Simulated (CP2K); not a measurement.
Consider silylbenzene at its PBE geometry (Å).

```xyz
15

Si    2.4651   -0.0211    0.2240
C     0.6036   -0.0108    0.0551
C    -0.1191   -1.2047   -0.1270
C    -1.5118   -1.1918   -0.2542
C    -2.2067    0.0198   -0.2006
C    -1.5059    1.2179   -0.0206
C    -0.1151    1.2001    0.1057
H     3.1007    0.7728   -0.8692
H     2.9709   -1.4228    0.1580
H     2.8815    0.5828    1.5242
H     0.4120   -2.1574   -0.1706
H    -2.0548   -2.1271   -0.3945
H    -3.2928    0.0329   -0.2986
H    -2.0442    2.1655    0.0221
H     0.4166    2.1440    0.2463
```

Method: CP2K XAS_TDP, all-electron GAPW, PBEh(45%), aug-pc-1, TDA, GW2X-corrected core level, no relativity.

Q: Predict the bright core excitations at the C K edge.

Leading lines: C2 285.68 eV, C3 286.35 eV, C4 286.49 eV and C5 286.38 eV. The leading line of an atom is its first one with 35 % of the strongest within 2.5 eV of its lowest line over the strength cut. Core ionisation energies at this level: C3 291.34, C4 291.34, C2 290.61 and C5 291.41 eV.

The first six lines of each atom with a strength over 0.0015:

```
                     atom  energy (eV)  states  strength, one atom  above the computed threshold
C2 (bonded to 2 C and Si)       285.68       1              0.0476                              
                                288.80       1              0.0116                              
                                289.34       1              0.0055                              
                                289.82       1              0.0035                              
                                291.00       1              0.0019                           yes
                                291.25       1              0.0030                           yes
 C3 (bonded to 2 C and H)       286.35       1              0.0549                              
                                289.42       1              0.0107                              
                                290.40       1              0.0040                              
                                290.54       1              0.0025                              
                                291.46       1              0.0021                           yes
                                292.02       1              0.0030                           yes
 C4 (bonded to 2 C and H)       286.49       1              0.0529                              
                                289.35       1              0.0105                              
                                290.38       1              0.0023                              
                                291.45       1              0.0039                           yes
                                291.61       1              0.0055                           yes
                                291.95       1              0.0043                           yes
 C5 (bonded to 2 C and H)       286.38       1              0.0534                              
                                289.40       1              0.0106                              
                                290.47       2              0.0029                              
                                290.86       1              0.0021                              
                                291.52       1              0.0027                           yes
                                291.74       1              0.0054                           yes
```

Lines are vertical, at one geometry, with no vibrational structure. GW2X ionisation energies and lines can be off by 1 to 2 eV either way, and a good line position may hide errors that cancel. Atoms with the same bonds but other surroundings in this conformer are left out. These values hold no scalar relativity, about 0.1 eV for C 1s. Rydberg lines, and the discretised continuum above threshold, depend on the basis and the box.

[Banner, clock and machine lines of the logs are left out without a mark of their own.]

[Logs are printed without paths, hosts, clocks, repeated set-up lines and the standing remarks that a program may print on its own settings, such as how far it seeks lower states.]

[Hosts, paths, dates, database ids (printed as entryN), source tags and the programs' standing remarks are cut or masked in the printed files.]
